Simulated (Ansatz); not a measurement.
# LiMgF3 (built on the sites of a database entry of BaLiF3): following an unstable mode, part 2 of 2

Wanted: the energy along a soft mode of LiMgF3 (built on the sites of a database entry of BaLiF3) and the structure at the end.

Ansatz 0.2.0; DFT PBEsol, scalar-relativistic, plane waves, PAW.

So far, highest frequency on the path or at a solved wavevector (cm⁻¹): step 2 (response at finite wavevector) 749. Also lowest frequency on the path (cm⁻¹): step 2 -287.

The structure was built from a prototype and need not be the compound's stable phase.

## (4) The mode frozen in, largest atomic shift 0.6 Å

The atoms are moved along the unstable eigenvector, the largest shift by 0.6 Å, with the cell fixed.

input.yaml reads:

```yaml
crystal:
  lattice:
    - [3.5809645263, 3.5809645263, 0.0]
    - [3.5809645263, 0.0, 3.5809645263]
    - [3.5809645263, 0.0, -3.5809645263]
  atoms:
    - { symbol: Mg, position: [0.0, 0.5, 0.5] }
    - { symbol: Mg, position: [0.0, 0.0, 1.0] }
    - { symbol: Li, position: [0.5, 0.25, 0.75] }
    - { symbol: Li, position: [0.5, 0.75, 0.25] }
    - { symbol: F, position: [0.5, 0.4162236884, 0.0837763116] }
    - { symbol: F, position: [0.5, 0.0837763116, 0.4162236884] }
    - { symbol: F, position: [0.5, 0.5837763116, 0.5837763116] }
    - { symbol: F, position: [0.5, -0.0837763116, -0.0837763116] }
    - { symbol: F, position: [0.0, 1.0, 0.5] }
    - { symbol: F, position: [0.0, 0.5, 0.0] }
kpoints:
  mp_grid: { grid: [6, 6, 6] }
hamiltonian:
  xc: pbesol
scf:
  occupations: { method: gaussian, width: 0.02 }
output:
  forces: true
  stress: true
  eigenvalues: true
```

Command:

```sh
ansatz run input.yaml --threads 4 --pin off --max-ram 7168MiB --backend cpu --events-out ev --progress --plain --runs-dir out
```

Numbers of over 12 decimals in the logs are rounded to 6 here.

The program printed:

```text
[...]
Crystal: 10 atoms, lattice volume = 91.840 Å³
Basis set: ecut = 420 eV, 1807 PW (Γ), exchange–correlation on 72×72×72 points (8 copies of the dense FFT grid, shifted against one another)
Bands: 44, of which v1, the nominal top of the filled ones, is band 34 counted from 1 (33 counted from 0)
Symmetry: 16 space group operations
[...]
k-points: 30 of 216
[...]
k-point 0: bands = [... 30 lower, 3.0042, 3.1406, 3.3765, 3.3765, 8.2958, 12.5452, 15.2041, 15.2041, ... 4 higher]
  k-point 1: bands = [... 30 lower, 2.9745, 3.0641, 3.2510, 3.3343, 8.7556, 12.5649, 14.7135, 15.0743, ... 4 higher]
  k-point 2: bands = [... 30 lower, 2.8738, 2.9954, 3.0952, 3.2243, 9.8586, 12.2611, 14.2445, 14.8197, ... 4 higher]
  k-point 29: bands = [... 30 lower, 2.3545, 2.8789, 3.3396, 3.3396, 11.3367, 12.6028, 13.9834, 13.9834, ... 4 higher]
[key lines of the parts left out:]
SCF converged after 7 iterations
Free energy (F): -9045.913829 eV
Fermi energy:    5.836152 eV
P = ⅓ Tr σ = -0.1486 GPa (-1.486 kbar)
```

Run time: 8.4 s. Hardware: 4 threads of Arm Neoverse N1, shared host; peak memory 0.43 GiB; 14 s of CPU time.

Numbers from this step:

```yaml
pressure: -0.1486 GPa
gap_on_the_k_mesh: 4.919 eV
energy_from_the_undistorted_cell: -211.7 meV/atom
```

The energy, extrapolated to zero smearing, is -211.69 meV/atom against the undistorted cell.

The run ends at a pressure of -0.15 GPa, with forces up to 0.30 eV/Å.

## (5) Energy along the mode, all amplitudes (two of the runs are shown above)

An imaginary frequency means negative curvature, so the energy should fall and then rise again as anharmonic terms take over.

This step gave:

```
depth at the lowest point sampled  : 211.7 meV/atom
largest atomic shift at that point : 0.6 Å
```

Table of energy from the parent by largest atomic shift:

```tsv
largest atomic shift (Å)	energy from the parent (meV/atom)
0.000	0
0.040	-1.83
0.080	-7.26
0.140	-21.7
0.220	-51.0
0.320	-98.3
0.450	-163
0.600	-212
```

Displacement at unit largest shift by atom:

```tsv
atom	x (Å)	y (Å)	z (Å)	size
Mg1	0.00	0.00	0.00	0.00
Mg2	0.00	0.00	0.00	0.00
Li3	0.00	0.00	0.00	0.00
Li4	0.00	0.00	0.00	0.00
F5	0.00	0.00	-1.00	1.00
F6	0.00	0.00	1.00	1.00
F7	1.00	0.00	0.00	1.00
F8	-1.00	0.00	0.00	1.00
F9	0.00	0.00	0.00	0.00
F10	0.00	0.00	0.00	0.00
```

The lowest of the steps tried is the last one, at 0.6 Å, 212 meV/atom below the parent; the bottom of the well need not coincide with a step.

## (6) Relaxing from the distorted cell

Starting from the lowest point found, all atoms and the cell are let go, so that strain and other modes of the same symmetry can join in.

input.yaml: that of step 4 with these lines changed.

```diff
@@ -21,3 +21,3 @@
 scf:
-  occupations: { method: gaussian, width: 0.02 }
+  occupations: { method: fixed }
 output:
@@ -26 +26,6 @@
   eigenvalues: true
+relax:
+  adjacent_minimum: "off"
+  f_tol: 0.002
+  max_steps: 120
+  cell: { stress_tol: 0.03 }
```

The program printed:

```text
[...]
Crystal: 10 atoms, lattice volume = 91.840 Å³
Basis set: ecut = 420 eV, 1807 PW (Γ), exchange–correlation on 72×72×72 points (8 copies of the dense FFT grid, shifted against one another)
Bands: 44, of which v1, the nominal top of the filled ones, is band 34 counted from 1 (33 counted from 0)
Symmetry: 16 space group operations
[...]
k-points: 30 of 216
[...]
SCF iter   1: F=—  HF=-9045.958182 eV  |F-HF|=—  |Δ(HF+E_count)|=         —  Δρ=1.61e-2  dr2=1.42e-1  ethr=1.77e-3  ⟨swp⟩=5.0  Hψ=4745  notcnv=0  defer=233
[...]
SCF iter   7: F=-9045.913829 eV  HF=-9045.913829 eV  |F-HF|=1.38e-8  |Δ(HF+E_count)|=   5.98e-7  Δρ=5.57e-6  dr2=2.83e-8  ethr=1.47e-10  ⟨swp⟩=13.2  Hψ=7436  notcnv=0
SCF 1 converged in 7 iterations: F = -9045.913829 eV  dr2 = 2.83e-8
[...]
relax step   1: F+E_penalty+E_count = -9045.91382872 eV  Δ(F+E_penalty+E_count) = +0.000e0 eV  max|allowed force component| = 2.999e-1 eV/Å  Δτ_max = 0.0000 Å  P = -0.149 GPa  Ω = 91.840 Å³  (7 SCF iters, dr2 threshold 1.00e-7 eV, accepted)
Crystal: 10 atoms, lattice volume = 92.338 Å³
Basis set: ecut = 420 eV, 1819 PW (Γ), exchange–correlation on 72×72×72 points (8 copies of the dense FFT grid, shifted against one another)
[...]
iter 1 solved again at ethr=3.34e-6 eV; its pass at ethr=3.10e-3 eV (dr2=2.27e-3 eV) is discarded
[...]
SCF iter   5: F=-9045.967680 eV  HF=-9045.967680 eV  |F-HF|=3.54e-7  |Δ(HF+E_count)|=   5.13e-7  Δρ=3.14e-5  dr2=5.65e-7  ethr=1.47e-9  ⟨swp⟩=10.7  Hψ=6631  notcnv=0
SCF 2 converged in 5 iterations: F = -9045.967680 eV  dr2 = 5.65e-7
relax step   2: F+E_penalty+E_count = -9045.96767983 eV  Δ(F+E_penalty+E_count) = -5.385e-2 eV  max|allowed force component| = 2.565e-1 eV/Å  Δτ_max = 0.0094 Å  P = -0.235 GPa  Ω = 92.338 Å³  energy of the carried Pulay correction = -2.650e-3 eV  (5 SCF iters, dr2 threshold 1.00e-6 eV, accepted)
Crystal: 10 atoms, lattice volume = 93.231 Å³
[...]
SCF iter   6: F=-9046.064769 eV  HF=-9046.064769 eV  |F-HF|=1.54e-8  |Δ(HF+E_count)|=   9.50e-8  Δρ=2.84e-5  dr2=5.93e-7  ethr=1.47e-9  ⟨swp⟩=10.3  Hψ=7326  notcnv=0
SCF 3 converged in 6 iterations: F = -9046.064769 eV  dr2 = 5.93e-7
relax step   3: F+E_penalty+E_count = -9046.06476935 eV  Δ(F+E_penalty+E_count) = -9.709e-2 eV  max|allowed force component| = 1.106e-1 eV/Å  Δτ_max = 0.0501 Å  P = +1.746 GPa  Ω = 93.231 Å³  energy of the carried Pulay correction = -7.363e-3 eV  (6 SCF iters, dr2 threshold 1.00e-6 eV, accepted)
[... from here on, the SCF cycles and remarks between the steps are left out ...]
relax step   4: F+E_penalty+E_count = -9046.05527079 eV  Δ(F+E_penalty+E_count) = +9.499e-3 eV  max|allowed force component| = 3.212e-2 eV/Å  Δτ_max = 0.0037 Å  P = -1.296 GPa  Ω = 95.784 Å³  energy of the carried Pulay correction = -2.059e-2 eV  (5 SCF iters, dr2 threshold 1.00e-6 eV, accepted)
relax step   5: F+E_penalty+E_count = -9046.06639042 eV  Δ(F+E_penalty+E_count) = -1.112e-2 eV  max|allowed force component| = 3.244e-2 eV/Å  Δτ_max = 0.0042 Å  P = +0.066 GPa  Ω = 94.489 Å³  energy of the carried Pulay correction = -1.393e-2 eV  (5 SCF iters, dr2 threshold 1.00e-6 eV, accepted)
relax step   6: F+E_penalty+E_count = -9046.06628838 eV  Δ(F+E_penalty+E_count) = +1.020e-4 eV  max|allowed force component| = 6.351e-3 eV/Å  Δτ_max = 0.0033 Å  P = +0.011 GPa  Ω = 94.563 Å³  energy of the carried Pulay correction = -1.431e-2 eV  (4 SCF iters, dr2 threshold 1.94e-7 eV, accepted)
relax step   7: F+E_penalty+E_count = -9046.06627098 eV  Δ(F+E_penalty+E_count) = +1.740e-5 eV  max|allowed force component| = 1.411e-5 eV/Å  Δτ_max = 0.0005 Å  P = +0.000 GPa  Ω = 94.567 Å³  energy of the carried Pulay correction = -1.433e-2 eV  (4 SCF iters, dr2 threshold 2.52e-9 eV, accepted)
relax step   8: F+E_penalty+E_count = -9046.10103508 eV  Δ(F+E_penalty+E_count) = -3.476e-2 eV  max|allowed force component| = 1.718e-3 eV/Å  Δτ_max = 0.0000 Å  P = +0.616 GPa  Ω = 94.567 Å³  stress off target by 9.98e-1 GPa  SCF on the basis re-selected at this cell (its energy is not comparable with the rows above)  (7 SCF iters)
relax step   9: F+E_penalty+E_count = -9046.10113787 eV  Δ(F+E_penalty+E_count) = -1.028e-4 eV  max|allowed force component| = 5.918e-3 eV/Å  Δτ_max = 0.0046 Å  P = +0.216 GPa  Ω = 95.515 Å³  energy of the carried Pulay correction = -5.192e-3 eV  (5 SCF iters, dr2 threshold 1.00e-6 eV, accepted)
relax step  10: F+E_penalty+E_count = -9046.09841963 eV  Δ(F+E_penalty+E_count) = +2.718e-3 eV  max|allowed force component| = 6.623e-4 eV/Å  Δτ_max = 0.0033 Å  P = -0.052 GPa  Ω = 96.077 Å³  energy of the carried Pulay correction = -8.462e-3 eV  (5 SCF iters, dr2 threshold 2.28e-7 eV, accepted)
relax step  11: F+E_penalty+E_count = -9046.09894212 eV  Δ(F+E_penalty+E_count) = -5.225e-4 eV  max|allowed force component| = 1.179e-3 eV/Å  Δτ_max = 0.0002 Å  P = +0.005 GPa  Ω = 95.991 Å³  energy of the carried Pulay correction = -7.954e-3 eV  (5 SCF iters, dr2 threshold 7.86e-9 eV, accepted)
relax step  12: F+E_penalty+E_count = -9046.10754027 eV  Δ(F+E_penalty+E_count) = -8.598e-3 eV  max|allowed force component| = 1.737e-3 eV/Å  Δτ_max = 0.0000 Å  P = +0.055 GPa  Ω = 95.991 Å³  stress off target by 1.21e-1 GPa  SCF on the basis re-selected at this cell (its energy is not comparable with the rows above)  (6 SCF iters)
relax step  13: F+E_penalty+E_count = -9046.10677228 eV  Δ(F+E_penalty+E_count) = +7.680e-4 eV  max|allowed force component| = 4.587e-4 eV/Å  Δτ_max = 0.0008 Å  P = +0.006 GPa  Ω = 96.159 Å³  energy of the carried Pulay correction = -8.829e-4 eV  (5 SCF iters, dr2 threshold 3.69e-8 eV, accepted)
[...]
SCF iter   6: F=-9046.107713 eV  HF=-9046.107713 eV  |F-HF|=1.27e-11  |Δ(HF+E_count)|=  1.27e-11  Δρ=8.00e-8  dr2=2.28e-12  ethr=1.00e-12  ⟨swp⟩=4.0  Hψ=4125  notcnv=0
SCF 14 converged in 6 iterations: F = -9046.107713 eV  dr2 = 2.28e-12
relax step  14: F+E_penalty+E_count = -9046.10771342 eV  Δ(F+E_penalty+E_count) = -9.411e-4 eV  max|allowed force component| = 4.205e-4 eV/Å  Δτ_max = 0.0000 Å  P = +0.011 GPa  Ω = 96.159 Å³  stress off target by 2.24e-2 GPa  SCF on the basis re-selected at this cell (its energy is not comparable with the rows above)  (6 SCF iters)
[...]
SCF converged after 6 iterations
Free energy (F): -9046.107713 eV
[...]
Internal energy: -9046.107713 eV  (E = F + TS)
E sigma→0 (E₀):  -9046.107713 eV
Fermi energy:    2.732616 eV
[...]
--- Forces (eV/Å), atoms counted from 1 ---
  atom   1  Mg     0.00000000    -0.00000000     0.00000000
  atom   2  Mg    -0.00000000     0.00000000    -0.00000000
  atom   3  Li     0.00000000    -0.00000000     0.00000000
  atom   4  Li     0.00000000     0.00000000    -0.00000000
  atom   5  F      0.00000000     0.00000000    -0.00042047
  atom   6  F     -0.00000000    -0.00000000     0.00042047
  atom   7  F      0.00042047     0.00000000    -0.00000000
  atom   8  F     -0.00042047    -0.00000000     0.00000000
  atom   9  F     -0.00000000    -0.00000000    -0.00000000
  atom  10  F     -0.00000000     0.00000000     0.00000000
  max |Σ_I F_I| component: 6.51e-19 eV/Å
--- Stress (GPa, compression-positive) ---
        0.022396      -0.000000       0.000000
       -0.000000      -0.011811       0.000000
        0.000000       0.000000       0.022396
  P = ⅓ Tr σ = 0.0110 GPa (0.110 kbar)
--- Band table (eV; the first three rows and the last of 30) ---
  k-point 0: bands = [... 30 lower, 2.5187, 2.6364, 2.6364, 2.7326, 7.9488, 12.4880, 14.5411, 14.5411, ... 6 higher]
  k-point 1: bands = [... 30 lower, 2.4705, 2.5280, 2.5825, 2.6499, 8.3888, 12.4209, 14.0849, 14.3831, ... 6 higher]
  k-point 2: bands = [... 30 lower, 2.3688, 2.4501, 2.4710, 2.5682, 9.4521, 11.8939, 13.6737, 14.1098, ... 6 higher]
  k-point 29: bands = [... 30 lower, 1.8906, 2.0293, 2.5486, 2.5486, 11.2486, 11.9612, 13.1304, 13.1304, ... 6 higher]
--- Relaxed structure (11 steps of the walk, 11 accepted, 3 SCFs on fresh bases) ---
  F+E_penalty+E_count = -9046.10771342 eV   max|allowed force component| = 4.205e-4 eV/Å   (the final SCF, on the basis selected at the relaxed cell)
  cell:  # Å, volume = 96.1588 Å³
    - [3.749766, 3.419404, 0]
    - [3.749766, 0, 3.749766]
    - [3.749766, 0, -3.749766]
  atoms:
    - { symbol: Mg, position: [0, 0.5, 0.5] }
    - { symbol: Mg, position: [0, 0.0, 1.0] }
    - { symbol: Li, position: [0.500000, 0.250000, 0.750000] }
    - { symbol: Li, position: [0.500000, 0.750000, 0.250000] }
    - { symbol: F, position: [0.500000, 0.407441, 0.092559] }
    - { symbol: F, position: [0.500000, 0.092559, 0.407441] }
    - { symbol: F, position: [0.500000, 0.592559, 0.592559] }
    - { symbol: F, position: [0.500000, -0.092559, -0.092559] }
    - { symbol: F, position: [0, 1.000000, 0.500000] }
    - { symbol: F, position: [0, 0.5, 0.0] }
```

The job ended after 2 min (4 threads; peak memory 0.48 GiB; 3.5 min of CPU time).

The steps of the relaxation:

```tsv
step	energy less that of the first step (eV)	largest force component (eV/Å)	pressure (GPa)	volume (Å³)
1	0.0000	0.2999	-0.15	91.84
2	-0.0539	0.2565	-0.23	92.34
3	-0.1509	0.1106	1.75	93.23
4	-0.1414	0.0321	-1.30	95.78
5	-0.1526	0.0324	0.07	94.49
6	-0.1525	0.0064	0.01	94.56
7	-0.1524	0.0000	0.00	94.57
8*	-0.1872	0.0017	0.62	94.57
9	-0.1873	0.0059	0.22	95.52
10	-0.1846	0.0007	-0.05	96.08
11	-0.1851	0.0012	0.00	95.99
12*	-0.1937	0.0017	0.06	95.99
13	-0.1929	0.0005	0.01	96.16
14*	-0.1939	0.0004	0.01	96.16
```

Relaxation steps marked * repeat the geometry before them on a plane-wave basis chosen anew for their cell, so energy and pressure can jump there.

Forces are held to the 16 operations that the run works with; a distortion that breaks them can't arise in this run.

```tsv
conventional cell, symmetrised	before	after	change
a (Å)	5.064	5.303	+4.7 %
b (Å)	5.064	5.303	+4.7 %
c (Å)	7.162	6.839	-4.5 %
volume (Å³/atom)	9.18	9.62	+4.7 %
```

The atoms that moved most (Å, as changes of fractional coordinates times the final cell):

```tsv
atom	dx	dy	dz	length
F6	0.000	0.000	0.066	0.066
F5	0.000	0.000	-0.066	0.066
F8	-0.066	0.000	0.000	0.066
F7	0.066	0.000	0.000	0.066
```

The relaxed structure:

```xyz
10
Lattice="3.7498 3.4194 0.0000 3.7498 0.0000 3.7498 3.7498 0.0000 -3.7498" Properties=species:S:1:pos:R:3 pbc="T T T"
Mg    3.7498    0.0000    0.0000
Mg    3.7498    0.0000   -3.7498
Li    5.6246    1.7097   -1.8749
Li    5.6246    1.7097    1.8749
F     3.7498    1.7097    1.1807
F     3.7498    1.7097   -1.1807
F     6.3188    1.7097    0.0000
F     1.1807    1.7097    0.0000
F     5.6246    0.0000    1.8749
F     1.8749    0.0000    1.8749
```

This step gave:

```
pressure          : 0.01099 GPa
gap on the k-mesh : 5.216 eV
volume per atom   : 9.616 Å³
```

The distorted start has space group I4/mcm; the relaxation ends in I4/mcm.

## (7) What came out

| Property | Result |
| --- | --- |
| unstable mode of the parent | q = (-0.5, -0.5, -0.5), 286i cm⁻¹ |
| depth at the lowest point sampled | 212 meV/atom |
| largest atomic shift at that point | 0.6 Å |
| space group reached (within 0.01 Å) | I4/mcm |
| energy gained over the parent (first relaxation, on the mesh of the frozen mode) | 231 meV/atom |
| volume per atom, phase reached | 9.62 Å³ |
| gap on the k-mesh, phase reached | 5.22 eV |

Along this mode the structure falls into I4/mcm, 231 meV/atom below the parent. At the parent's cell the well is 211.7 meV/atom deep on the steps tried, with its lowest point at a shift of 0.6 Å. That is the last step tried, so the steps alone don't bracket the bottom of the well. Relaxing atoms and cell changes the gain by +19.39 meV/atom against the lowest step (energies at zero smearing). The modes of the phase reached were not computed on this path. Of the 4 patterns followed to their end from this parent, this one ends 176 meV/atom above the lowest, Imma. Each path keeps the symmetry of its pattern, so a lower phase may lie along a pattern not tried. The starting cell was built on a prototype and not taken from a measurement, so the phase need not exist.

[Logs are printed without paths, hosts, clocks, repeated set-up lines and the standing remarks that a program may print on its own settings, such as how far it seeks lower states.]

[Hosts, paths, dates, database ids (printed as entryN), source tags and the programs' standing remarks are cut or masked in the printed files.]
